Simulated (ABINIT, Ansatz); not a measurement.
# CeAl (Pm-3m): from the cell to the phonon bands, part 3 of 4

How does CeAl (Pm-3m) vibrate, and is this structure a minimum?

ABINIT 10.8.3; DFT PBEsol, scalar-relativistic, plane waves, PseudoDojo norm-conserving, 4f in core pseudopotentials (the lanthanide files made for PBE).

So far. Step 3 (Relaxation): The volume changes by +6.3 % in this run and stands +6.3 % from the first cell. Step 5 (Zone-centre response): The acoustic modes at Γ come out as far as 6.3 cm⁻¹ from zero, where they should vanish, a small numerical error. The relaxed cell has a = 3.749 Å (conventional setting).

## 7. Interpolated phonon bands

anaddb transforms the dynamical matrices to force constants and back along the path; points of the mesh come back as solved, but for the sum rule and, in polar crystals, the LO-TO term at Γ; the rest is interpolation.

The input, anaddb.abi:

```
ddb_filepath "all_DDB"
output_file "anaddb.abo"
outdata_prefix "anaddb"
ifcflag 1
ngqpt 2 2 2
nqshft 1
q1shft 0.0 0.0 0.0
asr 1
chneut 0
dipdip 0
dipquad 0
quadquad 0
enunit 0
eivec 0
nph1l 62
qph1l 
    0.0 0.0 0.0 1.0
    0.0 0.05 0.0 1.0
    0.0 0.1 0.0 1.0
    0.0 0.15 0.0 1.0
    0.0 0.2 0.0 1.0
    0.0 0.25 0.0 1.0
    0.0 0.3 0.0 1.0
    0.0 0.35 0.0 1.0
    0.0 0.4 0.0 1.0
    0.0 0.45 0.0 1.0
    0.0 0.5 0.0 1.0
    0.05 0.5 0.0 1.0
    0.1 0.5 0.0 1.0
    0.15 0.5 0.0 1.0
    0.2 0.5 0.0 1.0
    0.25 0.5 0.0 1.0
    0.3 0.5 0.0 1.0
    0.35 0.5 0.0 1.0
    0.4 0.5 0.0 1.0
    0.45 0.5 0.0 1.0
    0.5 0.5 0.0 1.0
    0.45 0.45 0.0 1.0
    0.4 0.4 0.0 1.0
    0.35 0.35 0.0 1.0
    0.3 0.3 0.0 1.0
    0.25 0.25 0.0 1.0
    0.2 0.2 0.0 1.0
    0.15 0.15 0.0 1.0
    0.1 0.1 0.0 1.0
    0.05 0.05 0.0 1.0
    0.0 0.0 0.0 1.0
    0.05 0.05 0.05 1.0
    0.1 0.1 0.1 1.0
    0.15 0.15 0.15 1.0
    0.2 0.2 0.2 1.0
    0.25 0.25 0.25 1.0
    0.3 0.3 0.3 1.0
    0.35 0.35 0.35 1.0
    0.4 0.4 0.4 1.0
    0.45 0.45 0.45 1.0
    0.5 0.5 0.5 1.0
    0.45 0.5 0.45 1.0
    0.4 0.5 0.4 1.0
    0.35 0.5 0.35 1.0
    0.3 0.5 0.3 1.0
    0.25 0.5 0.25 1.0
    0.2 0.5 0.2 1.0
    0.15 0.5 0.15 1.0
    0.1 0.5 0.1 1.0
    0.05 0.5 0.05 1.0
    0.0 0.5 0.0 1.0
    0.5 0.5 0.5 1.0
    0.5 0.5 0.45 1.0
    0.5 0.5 0.4 1.0
    0.5 0.5 0.35 1.0
    0.5 0.5 0.3 1.0
    0.5 0.5 0.25 1.0
    0.5 0.5 0.2 1.0
    0.5 0.5 0.15 1.0
    0.5 0.5 0.1 1.0
    0.5 0.5 0.05 1.0
    0.5 0.5 0.0 1.0
```

The input, mrgddb.in:

```
all_DDB
merged
4
dfpt_gammao_DDB
dfpt_qo_DS1_DDB
dfpt_qo_DS2_DDB
dfpt_qo_DS3_DDB
```

Launch:

```console
> mrgddb < mrgddb.in > mrgddb.log
> OMP_NUM_THREADS=1 anaddb anaddb.abi > anaddb.log
```

anaddb.abo, the main output file:

```text
[banners, grids, parts of the stress and lines that vanish by symmetry left out]
-outvars_anaddb: echo values of input variables ----------------------

 Flags :
[...]
Phonon wavevector (reduced coordinates) :  0.00000  0.00000  0.00000
 Phonon energies in Hartree :
[...]
Phonon frequencies in cm-1    :
-  0.000000E+00  0.000000E+00  0.000000E+00  1.979505E+02  1.979505E+02
-  1.979505E+02
[...]
Phonon wavevector (reduced coordinates) :  0.00000  0.05000  0.00000
 Phonon energies in Hartree :
[...]
Phonon frequencies in cm-1    :
-  1.211760E+01  1.211760E+01  1.878145E+01  1.979116E+02  1.979116E+02
-  1.981088E+02
[...]
Phonon wavevector (reduced coordinates) :  0.00000  0.10000  0.00000
 Phonon energies in Hartree :
[...]
Phonon frequencies in cm-1    :
-  2.394537E+01  2.394537E+01  3.718282E+01  1.977977E+02  1.977977E+02
-  1.985521E+02
[...]
Phonon wavevector (reduced coordinates) :  0.00000  0.15000  0.00000
 Phonon energies in Hartree :
[...]
Phonon frequencies in cm-1    :
-  3.519938E+01  3.519938E+01  5.482617E+01  1.976169E+02  1.976169E+02
-  1.991920E+02
[...]
Phonon wavevector (reduced coordinates) :  0.00000  0.20000  0.00000
 Phonon energies in Hartree :
[...]
Phonon frequencies in cm-1    :
-  4.560732E+01  4.560732E+01  7.133637E+01  1.973830E+02  1.973830E+02
-  1.999018E+02
[...]
Phonon wavevector (reduced coordinates) :  0.00000  0.25000  0.00000
 Phonon energies in Hartree :
[...]
Phonon frequencies in cm-1    :
-  5.491403E+01  5.491403E+01  8.633914E+01  1.971153E+02  1.971153E+02
-  2.005447E+02
  Phonon wavevector (reduced coordinates) :  0.00000  0.30000  0.00000
 Phonon energies in Hartree :
[...]
Phonon frequencies in cm-1    :
-  6.288696E+01  6.288696E+01  9.945577E+01  1.968377E+02  1.968377E+02
-  2.010079E+02
  Phonon wavevector (reduced coordinates) :  0.00000  0.35000  0.00000
 Phonon energies in Hartree :
[...]
Phonon frequencies in cm-1    :
-  6.932176E+01  6.932176E+01  1.102964E+02  1.965783E+02  1.965783E+02
-  2.012376E+02
  Phonon wavevector (reduced coordinates) :  0.00000  0.40000  0.00000
 Phonon energies in Hartree :
[...]
Phonon frequencies in cm-1    :
-  7.404851E+01  7.404851E+01  1.184602E+02  1.963657E+02  1.963657E+02
-  2.012633E+02
  Phonon wavevector (reduced coordinates) :  0.00000  0.45000  0.00000
 Phonon energies in Hartree :
[...]
Phonon frequencies in cm-1    :
-  7.693851E+01  7.693851E+01  1.235615E+02  1.962258E+02  1.962258E+02
-  2.011913E+02
  Phonon wavevector (reduced coordinates) :  0.00000  0.50000  0.00000
 Phonon energies in Hartree :
[...]
Phonon frequencies in cm-1    :
-  7.791104E+01  7.791104E+01  1.253007E+02  1.961770E+02  1.961770E+02
-  2.011481E+02
  Phonon wavevector (reduced coordinates) :  0.05000  0.50000  0.00000
 Phonon energies in Hartree :
[...]
Phonon frequencies in cm-1    :
-  7.653564E+01  7.742939E+01  1.226006E+02  1.966206E+02  1.980651E+02
-  2.023247E+02
  Phonon wavevector (reduced coordinates) :  0.10000  0.50000  0.00000
 Phonon energies in Hartree :
[...]
Phonon frequencies in cm-1    :
-  7.261219E+01  7.601434E+01  1.152804E+02  1.979021E+02  2.029501E+02
-  2.056253E+02
  Phonon wavevector (reduced coordinates) :  0.15000  0.50000  0.00000
 Phonon energies in Hartree :
[...]
Phonon frequencies in cm-1    :
-  6.664083E+01  7.375628E+01  1.048195E+02  1.998819E+02  2.093565E+02
-  2.104733E+02
[...]
Phonon wavevector (reduced coordinates) :  0.40000  0.50000  0.40000
 Phonon energies in Hartree :
[...]
Phonon frequencies in cm-1    :
-  1.096465E+02  1.149372E+02  1.230490E+02  2.216729E+02  2.277121E+02
-  2.287479E+02
  Phonon wavevector (reduced coordinates) :  0.35000  0.50000  0.35000
 Phonon energies in Hartree :
[...]
Phonon frequencies in cm-1    :
-  9.041215E+01  1.026967E+02  1.173788E+02  2.181735E+02  2.290983E+02
-  2.311999E+02
  Phonon wavevector (reduced coordinates) :  0.30000  0.50000  0.30000
 Phonon energies in Hartree :
[...]
Phonon frequencies in cm-1    :
-  6.856361E+01  9.140258E+01  1.102756E+02  2.139017E+02  2.287849E+02
-  2.318807E+02
  Phonon wavevector (reduced coordinates) :  0.25000  0.50000  0.25000
 Phonon energies in Hartree :
[...]
Phonon frequencies in cm-1    :
-  4.862482E+01  8.505084E+01  1.024671E+02  2.093565E+02  2.263522E+02
-  2.299683E+02
  Phonon wavevector (reduced coordinates) :  0.20000  0.50000  0.20000
 Phonon energies in Hartree :
[...]
Phonon frequencies in cm-1    :
-  3.909551E+01  8.651557E+01  9.474378E+01  2.050240E+02  2.218603E+02
-  2.251901E+02
  Phonon wavevector (reduced coordinates) :  0.15000  0.50000  0.15000
 Phonon energies in Hartree :
[...]
Phonon frequencies in cm-1    :
-  4.621182E+01  8.786816E+01  9.540187E+01  2.013096E+02  2.157655E+02
-  2.177794E+02
[...]
Phonon wavevector (reduced coordinates) :  0.50000  0.50000  0.05000
 Phonon energies in Hartree :
[...]
Phonon frequencies in cm-1    :
-  2.317767E+01  2.317767E+01  5.779083E+01  2.138341E+02  2.386397E+02
-  2.386397E+02
  Phonon wavevector (reduced coordinates) :  0.50000  0.50000  0.00000
 Phonon energies in Hartree :
[...]
Phonon frequencies in cm-1    :
-  1.360882E+01  1.360882E+01  5.488886E+01  2.135527E+02  2.388825E+02
-  2.388825E+02
-
```

Wall time 0.55 s (1 thread of Arm Neoverse V1, shared host).

This step gave:

* lowest frequency on the path: 0 cm⁻¹

Anaddb. Phonon branches along the path, in cm⁻¹:

```csv
point,branch 1,branch 2,branch 3,branch 4,branch 5,branch 6
Γ,0,0,0,198,198,198
halfway,55,55,86,197,197,200
X,78,78,125,196,196,201
halfway,51,67,79,205,222,222
M,14,14,55,214,239,239
halfway,21,62,100,198,201,221
Γ,0,0,0,198,198,198
halfway,72,72,77,214,216,216
R,128,128,128,225,225,225
halfway,49,85,102,209,226,230
X,78,78,125,196,196,201
jump to R,128,128,128,225,225,225
halfway,88,88,98,219,233,233
M,14,14,55,214,239,239
```

The phonon branches as a text plot (rows in cm⁻¹):

```
    234 |            ******                **     ***       *****
    224 |           *     ****           ********* ***    ****
    214 |         ** ***** ** *        **         *** *       ***
    204 |  **********     **** *** *****             *****
    194 |*********           **********                ***
    184 |
    174 |
    164 |
    154 |
    144 |
    134 |
    124 |      ***                           *****      ***
    114 |     *                             *    ***       *
    105 |         *          *             **     * *  *    *
     95 |    *     *       ** *      **           ** **      *
     85 |   *                  *       * ***        ****     *
     75 |      *****      *         *   ***             **    *
     65 |    **   * **    ****                     *   *       *
     55 |  **      *  ****    * *      *                      * *
     45 |           **         *     **             * *
     35 | **         **         ** *                 *         *
     25 | *           * * ****      *                           *
     15 |*             ***    **** *
      5 |                        **
         Γ      X      M          Γ            R        X|R     M
```

All branches are real along the path.

## 8. Density of states

Sums over the zone need many more wavevectors than were solved, so the interpolation is sampled on a dense mesh.

The input, anaddb.abi:

```
ddb_filepath "all_DDB"
output_file "anaddb.abo"
outdata_prefix "anaddb"
ifcflag 1
ngqpt 2 2 2
nqshft 1
q1shft 0.0 0.0 0.0
asr 1
chneut 0
dipdip 0
dipquad 0
quadquad 0
prtdos 2
ng2qpt 12 12 12
dosdeltae 4.5563e-06
ntemper 11
temperinc 100.0
tempermin 0.0
```

Launch:

```console
> OMP_NUM_THREADS=1 anaddb anaddb.abi > anaddb.log
```

anaddb.abo, the main output file:

```text
-outvars_anaddb: echo values of input variables ----------------------

 Flags :
     ifcflag         1
 Miscellaneous information :
         asr         1
      chneut         0
 Interatomic Force Constants Inputs :
      dipdip         0
     dipquad         0
    quadquad         0
      ifcana         0
      ifcout         0
 Description of grid 1 :
        brav         1
       ngqpt         2         2         2
      nqshft         1
      q1shft
                     0.00000000E+00  0.00000000E+00  0.00000000E+00
 Phonon DOS information :
   dosdeltae  4.55630000E-06
    dossmear  4.55633525E-06
 Description of grid 2 (Fourier interp. or BZ sampling):
      ng2qpt        12        12        12
      ngrids         4
      q2shft         0.00000000E+00  0.00000000E+00  0.00000000E+00

================================================================================

 read the DDB information and perform some checks

  ==== Info on the Cryst% object ====
 Real(R)+Recip(G) space primitive vectors, cartesian coordinates (Bohr,Bohr^-1):
 R(1)=  7.0845569  0.0000000  0.0000000  G(1)=  0.1411521  0.0000000  0.0000000
 R(2)=  0.0000000  7.0845569  0.0000000  G(2)=  0.0000000  0.1411521  0.0000000
 R(3)=  0.0000000  0.0000000  7.0845569  G(3)=  0.0000000  0.0000000  0.1411521
 Unit cell volume ucvol=  3.5558062E+02 bohr^3
 Angles (23,13,12)=  9.00000000E+01  9.00000000E+01  9.00000000E+01 degrees
 Time-reversal symmetry is present
 Reduced atomic positions [iatom, xred, symbol]:
    1)    0.5000000  0.5000000  0.5000000  Ce
    2)    0.0000000  0.0000000  0.0000000  Al

 DDB file with 4 blocks has been read.

================================================================================

 Calculation of the interatomic forces

       Homogeneous q point set in the B.Z.
 Grid q points  :        8
  1)   0.00000000E+00  0.00000000E+00  0.00000000E+00
  2)   5.00000000E-01  0.00000000E+00  0.00000000E+00
  3)   0.00000000E+00  5.00000000E-01  0.00000000E+00
  4)   5.00000000E-01  5.00000000E-01  0.00000000E+00
  5)   0.00000000E+00  0.00000000E+00  5.00000000E-01
  6)   5.00000000E-01  0.00000000E+00  5.00000000E-01
  7)   0.00000000E+00  5.00000000E-01  5.00000000E-01
  8)   5.00000000E-01  5.00000000E-01  5.00000000E-01

 The interatomic forces have been obtained

================================================================================

 Calculation of phonon density of states

 Average speed of sound partial sums:     0.1277928837E-02 (at units)
-                                   =           2.7957 [km/s]

 Debye frequency from partial sums:     0.7030900726E-03 (Ha)
-                                 =     0.4626110445E+01 (THz)
-Debye temperature from partial sums:     0.2220182851E+03 (K)

 Average speed of sound:     0.1126741832E-02 (at units)
-                      =           2.4650 [km/s]

 Debye frequency from DOS:     0.6199101023E-03 (Ha)
-                        =     0.4078812532E+01 (THz)
-Debye temperature from DOS:     0.1957521279E+03 (K)

-
```

Run time: 0.56 s. Hardware: 1 thread.

This step gave:

```yaml
share_of_modes_beyond_3i_cm_minus1_on_the_dense_interpolated_mesh: 0
zero_point_energy_per_atom: 26.49 meV
heat_capacity_at_300_k: 23.77 J/(mol atoms K)
vibrational_entropy_at_300_k: 39.58 J/(mol atoms K)
```

Tetrahedra. The phonon density of states by wavenumber; read off at these points:

wavenumber (cm⁻¹), phonon density of states (1/cm⁻¹/cell) and a bar:
```
      0.0     0.0000 
     10.0     0.0003 
     20.0     0.0030 #
     30.0     0.0163 #####
     40.0     0.0292 ##########
     50.0     0.0303 ##########
     60.0     0.0325 ###########
     66.0     0.0494 ################
     70.0     0.0449 ###############
     80.0     0.0394 #############
     90.0     0.0458 ###############
     92.0     0.0544 ##################
    100.0     0.0340 ###########
    110.0     0.0141 #####
    120.0     0.0062 ##
    130.0     0.0000 
    140.0     0.0000 
    150.0     0.0000 
    160.0     0.0000 
    170.0     0.0000 
    180.0     0.0000 
    190.0     0.0000 
    200.0     0.0827 ###########################
    208.0     0.0824 ###########################
    210.0     0.0795 ##########################
    220.0     0.0609 ####################
    230.0     0.0837 ###########################
    232.0     0.0914 ##############################
    240.0     0.0000
```

Harmonic thermodynamic functions per atom, summed over the density of states scaled to three modes an atom; melting is ignored. Thermodynamic functions:

```csv
T (K),F_vib (meV/atom),S (J/mol-atom/K),C_V (J/mol-atom/K)
0,26.49,0,0
50,25.23,6.747,9.887
100,19.25,16.15,17.34
200,-5.3,30.18,22.45
300,-41.73,39.58,23.77
400,-86.5,46.49,24.27
500,-137.6,51.94,24.51
600,-193.8,56.42,24.64
700,-254.3,60.23,24.72
800,-318.5,63.53,24.77
900,-385.9,66.45,24.81
1000,-456.1,69.06,24.83
```

At 300 K the heat capacity has reached 95 % of the Dulong-Petit value.

[end of part 3 of 4]

[Host names and launcher messages were left out of these logs when they were recorded.]

[Logs are printed without paths, hosts, clocks, repeated set-up lines and the standing remarks that a program may print on its own settings, such as how far it seeks lower states.]

[Hosts, paths, dates, database ids (printed as entryN), source tags and the programs' standing remarks are cut or masked in the printed files.]
